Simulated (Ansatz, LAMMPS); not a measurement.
# Charge trapping in amorphous 59Ga2O3-41P2O5 (mol %) (64 atoms), part 4 of 5

Aim: add and remove one electron in amorphous 59Ga2O3-41P2O5 (mol %) (64 atoms), with atoms held and relaxed, and read trapping energy and localisation.

Ansatz 0.2.0; Kohn-Sham DFT, PBE, PAW (set soft_1), plane waves.

The cell: 13 Ga, 9 P and 42 O. The quench rate of 100 K/ps is many orders above laboratory rates. The network of bonds at the start is that of the classical potential that made the cell. Only the Γ point is sampled, in a cell whose shortest periodic width is 9 Å.

So far. Step 6 (An extra electron, atoms relaxed): An extra electron, atoms relaxed: the energy stands 7.33 eV above that of the reference, with a moment of 1.00 μB. Step 7 (An extra electron, levels at the relaxed geometry): An extra electron, levels at the relaxed geometry: the energy stands 7.33 eV above that of the reference, with a moment of 1.00 μB.

## 8. Neutral at the geometry of the electron

The neutral cell at the new geometry gives the energy of that geometry without the charge.

input.yaml reads:

```yaml
crystal:
  lattice:
    - [9.20781, 0.0, 0.0]
    - [0.0, 9.20781, 0.0]
    - [0.0, 0.0, 9.20781]
  atoms:
    [... the 64 atom lines of step 7 ...]
kpoints:
  mp_grid: { grid: [1, 1, 1] }
hamiltonian:
  xc: pbe
  pseudopotentials: { kind: paw, azcp: { folder: soft_1 } }
scf:
  occupations: { method: fixed }
output:
  forces: true
  stress: true
  populations: true
  dos:
    method: { smearing: { sigma: 0.08 } }
    de: 0.1
    projected: { site_lists: { Ga: [Ga], O: [O], P: [P] } }
  eigenvalues: true
```

On the command line:

```console
> ansatz run input.yaml --threads 4 --pin off --max-ram 8192MiB --backend cpu --events-out ev --progress --plain --runs-dir out
```

Numbers of over 12 decimals in the logs are rounded to 6 here.

The program printed:

```text
[...]
Crystal: 64 atoms, lattice volume = 780.673 Å³
Basis set: ecut = 420 eV, 15275 PW (Γ), exchange–correlation on 128×128×128 points (8 copies of the dense FFT grid, shifted against one another)
Bands: 297, of which v1, the nominal top of the filled ones, is band 233 counted from 1 (232 counted from 0)
Symmetry: 1 space group operations
[...]
k-points: 1
[...]
SCF iter   1: F=—  HF=-79861.168564 eV  |F-HF|=—  |Δ(HF+E_count)|=         —  Δρ=1.24e-1  dr2=9.12e1  ethr=3.10e-3  ⟨swp⟩=5.0  Hψ=1122  notcnv=0  defer=62
[...]
SCF iter  12: F=—  HF=-79831.304935 eV  |F-HF|=—  |Δ(HF+E_count)|=   4.40e-7  Δρ=7.23e-6  dr2=3.66e-7  ethr=3.53e-10  ⟨swp⟩=2.0  Hψ=468  notcnv=0  defer=62
SCF iter  13: F=-79831.304935 eV  HF=-79831.304935 eV  |F-HF|=2.32e-8  |Δ(HF+E_count)|=   4.16e-8  Δρ=2.94e-6  dr2=5.91e-8  ethr=2.15e-11  ⟨swp⟩=17.0  Hψ=2030  notcnv=0
SCF 1 converged in 13 iterations: F = -79831.304935 eV  dr2 = 5.91e-8
[...]
SCF converged after 13 iterations
Free energy (F): -79831.304935 eV
[...]
Internal energy: -79831.304935 eV  (E = F + TS)
E sigma→0 (E₀):  -79831.304935 eV
Fermi energy:    4.775527 eV
[...]
Σ components = -79831.304935   (vs F -79831.304935, Δ=0.00e0)
--- Forces (eV/Å), atoms counted from 1 ---
  atom   1  Ga    -0.23359623    -0.01152872     0.25008034
  atom   2  Ga     0.22623304     0.02393011     0.11634105
  atom   3  Ga     0.09586925     0.01424097    -0.01149597
  atom   4  Ga     0.30723976    -0.11367638    -0.16057124
[...]
atom  64  O     -0.08926535    -0.06343977     0.05205279
  max |Σ_I F_I| component: 2.16e-5 eV/Å
--- Stress (GPa, compression-positive) ---
        0.802098      -0.728960       0.758144
       -0.728958      -1.239109       3.604222
        0.758142       3.604220       1.238598
  P = ⅓ Tr σ = 0.2672 GPa (2.672 kbar)
--- Band table (eV) ---
[...]
--- Löwdin populations: 64 sites ---
  site symbol       q [e]
     0     Ga     11.8591
     1     Ga     11.9079
     2     Ga     11.9025
[...]
63      O      6.7058
  spilling = 0.008697 (of n_electrons = 466.000000)
```

Elapsed: 11 s, on 4 threads of Arm Neoverse V2, shared host; peak memory 0.97 GiB; 41 s of CPU time.

Neutral at the geometry of the electron: the energy stands 0.0939 eV above that of the reference.

## 9. An extra hole, atoms held

The electron count changes by one with the atoms held: a vertical process, on a uniform background, with spin and a narrow Fermi–Dirac smearing. Its energy against the neutral cell hangs on the program's zero of potential.

input.yaml: that of step 8 with these lines changed.

```diff
@@ -6,3 +6,4 @@
   atoms:
-    [... the 64 atom lines of step 7 ...]
+    [... the 64 atom lines of step 4 ...]
+total_charge: 1
 kpoints:
@@ -13,3 +14,4 @@
 scf:
-  occupations: { method: fixed }
+  occupations: { method: fermi_dirac, width: 0.01 }
+  lower_state_search: "off"
 output:
@@ -23 +25,7 @@
   eigenvalues: true
+  write_density: true
+  write_potential: true
+  volumetric_format: npy
+magnetization:
+  spin_polarized: true
+  initial_magnetization: 1
```

The program printed:

```text
[...]
Crystal: 64 atoms, lattice volume = 780.673 Å³
Basis set: ecut = 420 eV, 15275 PW (Γ), exchange–correlation on 128×128×128 points (8 copies of the dense FFT grid, shifted against one another)
Bands: 297, of which v1, the nominal top of the filled ones, is band 233 counted from 1 (232 counted from 0)
Symmetry: 1 space group operations
[...]
k-points: 1
[...]
Starting moments: Σ|m| = 1 μB on 64 of 64 sites
[...]
SCF iter   1: F=—  HF=-79870.046354 eV  |F-HF|=—  |Δ(HF+E_count)|=         —  Δρ=6.60e-2 (↑6.40e-2 ↓6.60e-2)  dr2=1.03e2  dr2_m=1.32e-1  M=0.600 μB ∫|m|=0.664 μB  β_m=0.30  ethr=3.10e-3  ⟨swp⟩=6.0  Hψ=2570  notcnv=0  defer=52
[...]
SCF iter   2: F=—  HF=-79848.227340 eV  |F-HF|=—  |Δ(HF+E_count)|=    2.18e1  Δρ=4.03e-2 (↑3.80e-2 ↓4.03e-2)  dr2=3.81e1  dr2_m=8.24e-2  M=0.454 μB ∫|m|=0.528 μB  β_m=0.30  ethr=3.10e-3  ⟨swp⟩=3.0  Hψ=1144  notcnv=0  defer=118
[...]
spin=Collinear: Kerker preconditioning applied to the charge; magnetization (m = ρ↑ − ρ↓) channel mixes plain (no charge-response kernel on spin).
SCF iter   3: F=—  HF=-79838.593767 eV  |F-HF|=—  |Δ(HF+E_count)|=    9.63e0  Δρ=2.04e-2 (↑1.79e-2 ↓2.04e-2)  dr2=8.85e0  dr2_m=8.15e-2  M=0.718 μB ∫|m|=0.767 μB  β_m=0.30  ethr=3.10e-3  ⟨swp⟩=3.0  Hψ=1032  notcnv=0  defer=118
SCF iter   4: F=—  HF=-79836.859118 eV  |F-HF|=—  |Δ(HF+E_count)|=    1.73e0  Δρ=1.45e-2 (↑1.20e-2 ↓1.45e-2)  dr2=5.47e0  dr2_m=4.34e-2  M=0.312 μB ∫|m|=0.408 μB  β_m=0.30  ethr=1.90e-3  ⟨swp⟩=2.0  Hψ=590  notcnv=0  defer=118
[...]
SCF iter   8: F=—  HF=-79835.930453 eV  |F-HF|=—  |Δ(HF+E_count)|=   4.49e-2  Δρ=5.35e-3 (↑2.69e-3 ↓5.35e-3)  dr2=5.20e-1  dr2_m=3.95e-2  M=0.957 μB ∫|m|=1.034 μB  β_m=0.30  ethr=1.50e-4  ⟨swp⟩=2.5  Hψ=640  notcnv=0  defer=118
[...]
SCF iter  10: F=—  HF=-79835.917193 eV  |F-HF|=—  |Δ(HF+E_count)|=   5.52e-3  Δρ=2.75e-3 (↑1.55e-3 ↓2.75e-3)  dr2=2.48e-1  dr2_m=9.60e-3  M=1.000 μB ∫|m|=1.090 μB  β_m=0.48  ethr=5.09e-5  ⟨swp⟩=2.0  Hψ=688  notcnv=0  defer=118
[...]
SCF iter  38: F=-79835.915197 eV  HF=-79835.915197 eV  |F-HF|=6.16e-9  |Δ(HF+E_count)|=  5.09e-10  Δρ=7.28e-7 (↑1.47e-7 ↓7.28e-7)  dr2=7.56e-9  dr2_m=7.66e-10  M=1.000 μB ∫|m|=1.119 μB  β_m=0.43  ethr=2.12e-12  ⟨swp⟩=6.0  Hψ=3044  notcnv=0
SCF iter  39: F=-79835.915197 eV  HF=-79835.915197 eV  |F-HF|=2.23e-9  |Δ(HF+E_count)|=  3.49e-10  Δρ=3.79e-7 (↑9.22e-8 ↓3.79e-7)  dr2=2.83e-9  dr2_m=2.10e-10  M=1.000 μB ∫|m|=1.119 μB  ethr=1.63e-12  ⟨swp⟩=6.0  Hψ=2833  notcnv=0
SCF 1 converged in 39 iterations: F = -79835.915197 eV  dr2 = 2.83e-9
[...]
SCF converged after 39 iterations
Magnetization: 1.0000 μB (233.0000 up, 232.0000 down)
Absolute magnetization: 1.1183 μB (∫|ρ↑−ρ↓|, with the PAW one-centre terms)
[...]
Per-site moments (μB) at R_I (Å): [(0.000270588, 0.745509), (0.00191779, 0.776592), (0.0018109, 0.768974), (2.972710137591215e-5, 0.759789), (-5.100635231740444e-6, 0.781509), [...]
Free energy (F): -79835.915197 eV
[...]
Internal energy: -79835.902254 eV  (E = F + TS)
E sigma→0 (E₀):  -79835.908726 eV
Entropy (-TS):   -0.012943 eV (-0.202 meV/atom)
Fermi energy:    4.430165 eV
[...]
Σ components = -79835.915197   (vs F -79835.915197, Δ=0.00e0)
--- Forces (eV/Å), atoms counted from 1 ---
  atom   1  Ga     0.11024161     0.06950938     0.20908298
  atom   2  Ga    -0.12358642     0.18926443    -0.11319095
  atom   3  Ga    -0.20850448     0.35168608     0.23644248
  atom   4  Ga     0.05696396     0.09651483     0.10829338
[...]
atom  64  O      0.22827548     0.18040653    -0.05113979
  max |Σ_I F_I| component: 3.34e-5 eV/Å
--- Stress (GPa, compression-positive) ---
        1.477106      -0.562765       0.658418
       -0.562763      -0.118855       3.431988
        0.658417       3.431986       2.211638
  P = ⅓ Tr σ = 1.1900 GPa (11.900 kbar)
--- Band table (eV) ---
[...]
--- Löwdin populations: 64 sites ---
  site symbol       q [e]    m [muB]
     0     Ga     11.8386    -0.0024
     1     Ga     11.8916    -0.0045
     2     Ga     11.8854    -0.0055
[...]
63      O      6.6956     0.0149
  spilling = 0.008634 (of n_electrons = 465.000000)
```

It took 51 s on 4 threads; peak memory 1.5 GiB; 3.3 min of CPU time.

An extra hole, atoms held: the energy stands 4.52 eV below that of the reference, with a moment of 1.00 μB.

The levels nearest the highest filled one (over half full), pooled over k-points and spins:

| level less the highest filled one (eV) | occupation |
| --- | --- |
| -0.0891 | 1 |
| -0.0574 | 0.999 |
| -0.0373 | 0.99 |
| 0 | 0.703 |
| 0.0167 | 0.309 |
| 2.97 | 0 |
| 2.98 | 0 |
| 4.62 | 0 |

Spin density in the ab plane at fractional z = 0.342, with atoms of Ga and P and O within 0.2 Å of it.

Ten even steps from '0' (0.00 e/Å³) to '9' (0.18 e/Å³), each cell a mean:
```
00000000000000000000000000
00000000000000000000000000
00000000000000000000001000
00000000000000000000001100
00000000000000000000000000
00000000000000000000000000
00024000000000000000000000
00169100000000000000000000
00023000000000000000000000
00000000000000000000000000
00000000000000000000000000
00000000000000000000000000
00000012000000000000000000
00000046200000000000000000
00000023100000000001100000
00000000000000000001100000
00000000000000000000000000
00000000000000000000000000
00000000000000000000000000
00000000000000001000000000
00000000000000001100000000
00000000000000000000001100
00000000000000000000000100
00000000000000000000000000
```
Columns run along a (9.2 Å), rows up along b (9.2 Å). Atoms in or near the plane, at fractional coordinates: Ga at (0.59, 0.94), P at (0.80, 0.21), P at (0.79, 0.70), O at (0.38, 0.93), O at (0.64, 0.14), O at (0.16, 0.70), O at (0.62, 0.72), O at (0.87, 0.84).

## 10. An extra hole, atoms relaxed

The atoms now respond to the charge; the energy gained comes from screening by the atoms, from trapping if the charge localises, and from any strain left in the reference.

input.yaml, the sections that differ from step 9:

```yaml
output:
  forces: true
relax:
  f_tol: 0.05
  max_steps: 90
# crystal, total_charge, kpoints, hamiltonian, scf, magnetization: as in step 9
```

The program printed:

```text
[...]
Crystal: 64 atoms, lattice volume = 780.673 Å³
Basis set: ecut = 420 eV, 15275 PW (Γ), exchange–correlation on 128×128×128 points (8 copies of the dense FFT grid, shifted against one another)
Bands: 297, of which v1, the nominal top of the filled ones, is band 233 counted from 1 (232 counted from 0)
Symmetry: 1 space group operations
[...]
k-points: 1
[...]
Starting moments: Σ|m| = 1 μB on 64 of 64 sites
[...]
SCF iter   1: F=—  HF=-79870.046354 eV  |F-HF|=—  |Δ(HF+E_count)|=         —  Δρ=6.60e-2 (↑6.40e-2 ↓6.60e-2)  dr2=1.03e2  dr2_m=1.32e-1  M=0.600 μB ∫|m|=0.664 μB  β_m=0.30  ethr=3.10e-3  ⟨swp⟩=6.0  Hψ=2570  notcnv=0  defer=52
[...]
SCF iter   4: F=—  HF=-79836.859104 eV  |F-HF|=—  |Δ(HF+E_count)|=    1.73e0  Δρ=1.45e-2 (↑1.20e-2 ↓1.45e-2)  dr2=5.47e0  dr2_m=4.34e-2  M=0.312 μB ∫|m|=0.408 μB  β_m=0.30  ethr=1.90e-3  ⟨swp⟩=2.0  Hψ=590  notcnv=0  defer=118
[...]
SCF iter   8: F=—  HF=-79835.930438 eV  |F-HF|=—  |Δ(HF+E_count)|=   4.49e-2  Δρ=5.35e-3 (↑2.69e-3 ↓5.35e-3)  dr2=5.20e-1  dr2_m=3.95e-2  M=0.957 μB ∫|m|=1.034 μB  β_m=0.30  ethr=1.50e-4  ⟨swp⟩=2.5  Hψ=640  notcnv=0  defer=118
[...]
SCF iter  10: F=—  HF=-79835.917187 eV  |F-HF|=—  |Δ(HF+E_count)|=   5.52e-3  Δρ=2.75e-3 (↑1.55e-3 ↓2.75e-3)  dr2=2.48e-1  dr2_m=9.61e-3  M=1.000 μB ∫|m|=1.090 μB  β_m=0.48  ethr=5.09e-5  ⟨swp⟩=2.0  Hψ=688  notcnv=0  defer=118
[...]
SCF iter  26: F=-79835.915173 eV  HF=-79835.915198 eV  |F-HF|=2.56e-5  |Δ(HF+E_count)|=   3.91e-6  Δρ=4.14e-5 (↑5.71e-6 ↓4.14e-5)  dr2=3.02e-5  dr2_m=2.95e-6  M=1.000 μB ∫|m|=1.119 μB  β_m=0.43  ethr=6.37e-9  ⟨swp⟩=1.0  Hψ=1475  notcnv=0
SCF iter  27: F=-79835.915193 eV  HF=-79835.915198 eV  |F-HF|=4.01e-6  |Δ(HF+E_count)|=   9.18e-7  Δρ=1.28e-5 (↑4.86e-6 ↓1.28e-5)  dr2=5.51e-6  dr2_m=2.56e-7  M=1.000 μB ∫|m|=1.119 μB  ethr=6.37e-9  ⟨swp⟩=1.5  Hψ=1112  notcnv=0
SCF 1 converged in 27 iterations: F = -79835.915193 eV  dr2 = 5.51e-6
[...]
relax step   1: F+E_penalty+E_count = -79835.91519350 eV  Δ(F+E_penalty+E_count) = +0.000e0 eV  max|allowed force component| = 5.155e-1 eV/Å  Δτ_max = 0.0000 Å  (27 SCF iters, dr2 threshold 6.25e-5 eV, accepted)
[... from here on, the SCF cycles and remarks between the steps are left out ...]
relax step   2: F+E_penalty+E_count = -79835.94831414 eV  Δ(F+E_penalty+E_count) = -3.312e-2 eV  max|allowed force component| = 3.827e-1 eV/Å  Δτ_max = 0.0175 Å  (14 SCF iters, dr2 threshold 1.66e-5 eV, accepted)
relax step   3: F+E_penalty+E_count = -79835.99224626 eV  Δ(F+E_penalty+E_count) = -4.393e-2 eV  max|allowed force component| = 2.652e-1 eV/Å  Δτ_max = 0.0525 Å  (15 SCF iters, dr2 threshold 9.16e-6 eV, accepted)
relax step   4: F+E_penalty+E_count = -79836.01943020 eV  Δ(F+E_penalty+E_count) = -2.718e-2 eV  max|allowed force component| = 3.365e-1 eV/Å  Δτ_max = 0.2000 Å  (13 SCF iters, dr2 threshold 3.37e-5 eV, accepted)
relax step   5: F+E_penalty+E_count = -79836.04924280 eV  Δ(F+E_penalty+E_count) = -2.981e-2 eV  max|allowed force component| = 1.768e-1 eV/Å  Δτ_max = 0.0441 Å  (10 SCF iters, dr2 threshold 5.44e-5 eV, accepted)
relax step   6: F+E_penalty+E_count = -79835.99382632 eV  Δ(F+E_penalty+E_count) = +5.542e-2 eV  max|allowed force component| = 6.441e-1 eV/Å  Δτ_max = 0.2000 Å  (9 SCF iters, dr2 threshold 8.62e-6 eV, rejected (line search))
relax step   7: F+E_penalty+E_count = -79836.07371212 eV  Δ(F+E_penalty+E_count) = -2.447e-2 eV  max|allowed force component| = 1.541e-1 eV/Å  Δτ_max = 0.0595 Å  (14 SCF iters, accepted)
relax step   8: F+E_penalty+E_count = -79836.07363988 eV  Δ(F+E_penalty+E_count) = +7.224e-5 eV  max|allowed force component| = 1.909e-1 eV/Å  Δτ_max = 0.0974 Å  (9 SCF iters, dr2 threshold 6.55e-6 eV, rejected (line search))
relax step   9: F+E_penalty+E_count = -79836.08217827 eV  Δ(F+E_penalty+E_count) = -8.466e-3 eV  max|allowed force component| = 7.768e-2 eV/Å  Δτ_max = 0.0487 Å  (11 SCF iters, accepted)
relax step  10: F+E_penalty+E_count = -79836.08714904 eV  Δ(F+E_penalty+E_count) = -4.971e-3 eV  max|allowed force component| = 1.094e-1 eV/Å  Δτ_max = 0.0487 Å  (11 SCF iters, accepted)
relax step  11: F+E_penalty+E_count = -79836.08979720 eV  Δ(F+E_penalty+E_count) = -2.648e-3 eV  max|allowed force component| = 1.247e-1 eV/Å  Δτ_max = 0.0530 Å  (9 SCF iters, dr2 threshold 3.04e-6 eV, accepted)
relax step  12: F+E_penalty+E_count = -79836.08454840 eV  Δ(F+E_penalty+E_count) = +5.249e-3 eV  max|allowed force component| = 3.884e-1 eV/Å  Δτ_max = 0.1125 Å  (9 SCF iters, dr2 threshold 1.55e-5 eV, rejected (line search))
relax step  13: F+E_penalty+E_count = -79836.10130243 eV  Δ(F+E_penalty+E_count) = -1.151e-2 eV  max|allowed force component| = 9.053e-2 eV/Å  Δτ_max = 0.0563 Å  (11 SCF iters, accepted)
relax step  14: F+E_penalty+E_count = -79836.11054528 eV  Δ(F+E_penalty+E_count) = -9.243e-3 eV  max|allowed force component| = 9.004e-2 eV/Å  Δτ_max = 0.0543 Å  (9 SCF iters, dr2 threshold 4.32e-6 eV, accepted)
relax step  15: F+E_penalty+E_count = -79836.11804582 eV  Δ(F+E_penalty+E_count) = -7.501e-3 eV  max|allowed force component| = 8.904e-2 eV/Å  Δτ_max = 0.0844 Å  (9 SCF iters, dr2 threshold 4.27e-6 eV, accepted)
relax step  16: F+E_penalty+E_count = -79836.12038320 eV  Δ(F+E_penalty+E_count) = -2.337e-3 eV  max|allowed force component| = 1.022e-1 eV/Å  Δτ_max = 0.0614 Å  (9 SCF iters, dr2 threshold 7.75e-6 eV, accepted)
relax step  17: F+E_penalty+E_count = -79836.12339699 eV  Δ(F+E_penalty+E_count) = -3.014e-3 eV  max|allowed force component| = 8.248e-2 eV/Å  Δτ_max = 0.0187 Å  (7 SCF iters, dr2 threshold 1.02e-5 eV, accepted)
relax step  18: F+E_penalty+E_count = -79836.08552287 eV  Δ(F+E_penalty+E_count) = +3.787e-2 eV  max|allowed force component| = 2.857e-1 eV/Å  Δτ_max = 0.1392 Å  (10 SCF iters, dr2 threshold 4.43e-6 eV, rejected (line search))
relax step  19: F+E_penalty+E_count = -79836.12635399 eV  Δ(F+E_penalty+E_count) = -2.957e-3 eV  max|allowed force component| = 7.131e-2 eV/Å  Δτ_max = 0.0509 Å  (12 SCF iters, accepted)
relax step  20: F+E_penalty+E_count = -79836.12622609 eV  Δ(F+E_penalty+E_count) = +1.279e-4 eV  max|allowed force component| = 9.947e-2 eV/Å  Δτ_max = 0.0216 Å  (8 SCF iters, dr2 threshold 3.31e-6 eV, rejected (line search))
relax step  21: F+E_penalty+E_count = -79836.12770687 eV  Δ(F+E_penalty+E_count) = -1.353e-3 eV  max|allowed force component| = 1.786e-2 eV/Å  Δτ_max = 0.0108 Å  (10 SCF iters, accepted)
SCF converged after 10 iterations
Magnetization: 1.0000 μB (233.0000 up, 232.0000 down)
Absolute magnetization: 1.1154 μB (∫|ρ↑−ρ↓|, with the PAW one-centre terms)
[...]
Per-site moments (μB) at R_I (Å): [(2.1929474300384835e-5, 0.740159), (0.00121817, 0.772516), (0.00256103, 0.774261), (5.750101976338406e-5, 0.755362), (-8.593524753129261e-6, 0.780559), [...]
Free energy (F): -79836.127707 eV
[...]
Internal energy: -79836.127707 eV  (E = F + TS)
E sigma→0 (E₀):  -79836.127707 eV
Fermi energy:    4.757458 eV
[...]
Σ components = -79836.127707   (vs F -79836.127707, Δ=0.00e0)
--- Forces (eV/Å), atoms counted from 1 ---
  atom   1  Ga    -0.00331630    -0.00491208     0.00531688
  atom   2  Ga     0.01336417     0.00338469    -0.00126990
  atom   3  Ga     0.00514735    -0.00107526    -0.00411347
  atom   4  Ga     0.00464749     0.00099768     0.00000985
[...]
atom  64  O     -0.00195151    -0.00947667     0.00127828
  max |Σ_I F_I| component: 3.17e-5 eV/Å
--- Relaxed structure (21 steps of the walk, 16 accepted, 0 SCFs on fresh bases) ---
  F+E_penalty+E_count = -79836.12770687 eV   max|allowed force component| = 1.786e-2 eV/Å
  atoms:
    - { symbol: Ga, position: [0.453768, 0.254092, 0.917686] }
    - { symbol: Ga, position: [0.980565, 0.888369, 0.896590] }
    - { symbol: Ga, position: [0.048961, 0.893081, 0.267764] }
    - { symbol: Ga, position: [0.925014, 0.053774, 0.585325] }
[...]
- { symbol: O, position: [0.863533, 0.839259, 0.349720] }
```

Run time: 4.7 min. Hardware: 4 threads; peak memory 1.5 GiB; 18 min of CPU time.

The relaxation converged after 21 steps, 0.213 eV below its start, with a largest force component of 0.018 eV/Å.

An extra hole, atoms relaxed: the energy stands 4.73 eV below that of the reference, with a moment of 1.00 μB.

(Continued in part 5 of 5.)

[Logs are printed without paths, hosts, clocks, repeated set-up lines and the standing remarks that a program may print on its own settings, such as how far it seeks lower states.]

[Hosts, paths, dates, database ids (printed as entryN), source tags and the programs' standing remarks are cut or masked in the printed files.]
